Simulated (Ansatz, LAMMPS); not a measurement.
# Elastic response of glassy 63SiO2-9CaO-11ZnO-11SrO-6Sc2O3 (mol %) (98 atoms): runs compared

Aim: relax glassy 63SiO2-9CaO-11ZnO-11SrO-6Sc2O3 (mol %) (98 atoms), then change its volume and shape to read moduli from the stress.

Computed with Ansatz 0.2.0: Kohn-Sham DFT, PBEsol, PAW (set soft_2), plane waves.

## 1. The cell as built

The cell holds 98 atoms: 22 Si, 3 Ca, 4 Zn, 4 Sr, 4 Sc and 61 O. Its edges and angles: a = 11.129 Å, b = 11.129 Å, c = 11.129 Å, α = 90.0°, β = 90.0°, γ = 90.0°. 98 atoms (22 Si, 3 Ca, 4 Zn, 4 Sr, 4 Sc, 61 O) placed at random at 2.93 g/cm³, melted at 4000 K for 10 ps at fixed volume with the Morse and Coulomb pair potential with partial charges (Pedone, Malavasi, Menziani, Cormack and Segre, J. Phys. Chem. B 110, 11780 (2006)). Quenched from 4000 K to 300 K at 25 K/ps and fixed volume, held 10 ps at zero pressure, then minimised at fixed cell.

What the set-up can't give: The quench rate of 25 K/ps is many orders above laboratory rates, so the cell is likely richer in defects and strain than a real sample. The starting topology of bonds comes from the classical model, and needn't be the one that DFT or experiment would give. Sampling is at Γ alone.

## 2. The reference run

The reference is a single point at the end of the relaxation.

Every strained cell starts from the geometry of this run, and its atoms are relaxed with the cell held.

Its input, with most atom lines left out:

```yaml
crystal:
  lattice:
    - [11.1664, -0.10905, -0.03281]
    - [-0.10905, 10.57977, -0.0773]
    - [-0.03281, -0.0773, 11.16644]
  atoms:
    - { symbol: Si, position: [0.84889, 0.4717, 0.10121] }
    - { symbol: Si, position: [0.06184, 0.59996, 0.69504] }
    - { symbol: Si, position: [0.12321, 0.10017, 0.83913] }
    - { symbol: Si, position: [0.65253, 0.70446, 0.60119] }
    - { symbol: Si, position: [0.47064, 0.07392, 0.76579] }
    - { symbol: Si, position: [0.40152, 0.79956, 0.66867] }
    - { symbol: Si, position: [0.4946, 0.45715, 0.92774] }
    [... atom lines 8 to 98 left out ...]
kpoints:
  mp_grid: { grid: [1, 1, 1] }
hamiltonian:
  xc: pbesol
scf:
  occupations: { method: fermi_dirac, width: 0.025 }
output:
  forces: true
  stress: true
  populations: true
  dos:
    method: { smearing: { sigma: 0.1 } }
    de: 0.1
    projected: { site_lists: { Ca: [Ca], O: [O], Sc: [Sc], Si: [Si], Sr: [Sr] } }
  eigenvalues: true
  write_density: true
  write_potential: true
  volumetric_format: npy
```

```
free energy per atom   : -907.3594 eV/atom
r.m.s. force component : 0.00612 eV/Å
pressure               : -0.01547 GPa
```

Filled and empty levels are parted by 3.54 eV (at Γ alone); a semilocal functional tends to put such gaps too low. In a disordered cell it changes from sample to sample, and tail or defect levels can set it.

## 3. The runs

Each row is one run, on 4 threads of Intel Xeon Platinum 8488C (Sapphire Rapids), shared host. The free energy is the program's total, comparable only between runs with the same functional, potentials and atoms.

```csv
run,atoms,outcome,"ionic steps, all passes",free energy (eV),time,host memory (GiB)
Single point at the start,98,converged,-,-88915.454,13 s,2.0
Cell and atoms relaxed,98,converged,25,-88921.217,4.3 min,2.0
Single point at the relaxed geometry,98,converged,-,-88921.217,20 s,2.0
Volume -3 %,98,converged,15,-88921.078,3.4 min,1.9
Volume +3 %,98,converged,12,-88921.021,2.4 min,2.1
Volume -6 %,98,converged,24,-88920.849,4.3 min,1.9
Volume +6 %,98,converged,17,-88920.479,4.5 min,2.1
Volume -10 %,98,converged,19,-88919.529,3.9 min,1.8
Stretched by 1 % along x,98,converged,6,-88921.166,72 s,2.0
Compressed by 1 % along x,98,converged,7,-88921.183,93 s,1.9
Sheared by 2 % in xy,98,converged,7,-88921.161,92 s,2.0
```

In some runs the program notes that the SCF threshold is loose for the stress.

## 4. Pressure against volume

Atoms are relaxed at each volume, in the scaled cell.

```csv
volume change (%),volume (Å³/atom),energy change (meV/atom),pressure (GPa),largest move on relaxing (Å),bonds,gap (eV)
-10,12.113,17.22,5.70,1.50,174,3.81
-6,12.651,3.75,2.33,1.45,174,3.72
-3,13.055,1.41,1.30,0.51,172,3.69
+0,13.459,0.00,-0.02,-,170,3.54
+3,13.863,1.99,-1.55,0.24,168,3.40
+6,14.266,7.52,-3.04,0.61,168,3.28
```

## 5. Uniaxial strain and shear

Stress (GPa, compression positive) less that of the relaxed cell, atoms relaxed:

```csv
strain,xx,yy,zz,xy,energy change (meV/atom)
stretched by 1 % along x,-1.144,-0.296,-0.227,-0.027,0.51
compressed by 1 % along x,1.017,0.237,0.199,0.026,0.34
sheared by 2 % in xy,-0.063,-0.117,-0.034,-0.713,0.57
```

## 6. Outcome

The bulk modulus, from the slope of pressure against ln V over the three points nearest the relaxed volume, is 47.5 GPa; between neighbouring points the slope runs 77, 33, 43, 52 and 52 GPa from the smallest volume up, without a steady fall, so no pressure derivative is given. The count of bonds runs from 168 to 174 over the series, so at some points contacts cross the cutoffs. At -10 %, -6 %, -3 % and +6 % some atom moved by over 0.5 Å on relaxing, so those points may sit in another local minimum. The gap goes from 3.81 eV at the smallest volume to 3.28 eV at the largest, -3.3 eV per unit of ln V by a straight line, on the run's k-points. In the Cartesian axes of the cell, finite differences give C11 = 108, C12 = 26.7, C13 = 21.3 and C66 = 35.6 GPa (the shear of 2 % is the engineering strain, εxy = 0.01). The mean of C11, C12 and C13, which equals the bulk modulus in a cubic or isotropic solid, is 52.0 GPa: it agrees with the bulk modulus within 10 %. For an isotropic solid C66 would equal (C11 − C12)/2 = 40.7 GPa; so small a sample needn't be isotropic, and C66 rests on one shear. With the bulk modulus and C66 as K and G, Young's modulus would be about 86 GPa and Poisson's ratio 0.20.

Caveats: Strains are finite and relaxations stop at the force tolerance of the input, which can leave moduli too stiff; they are those of a static cell at zero temperature. Volumes are changed with the cell's shape held, so in an anisotropic solid the modulus lies over the one under free hydrostatic load. The program notes that the SCF threshold of the relaxations is loose for the stress.

The DFT runs together took 28 min of wall time.

[Logs are printed without paths, hosts, clocks, repeated set-up lines and the standing remarks that a program may print on its own settings, such as how far it seeks lower states.]

[Hosts, paths, dates, database ids (printed as entryN), source tags and the programs' standing remarks are cut or masked in the printed files.]
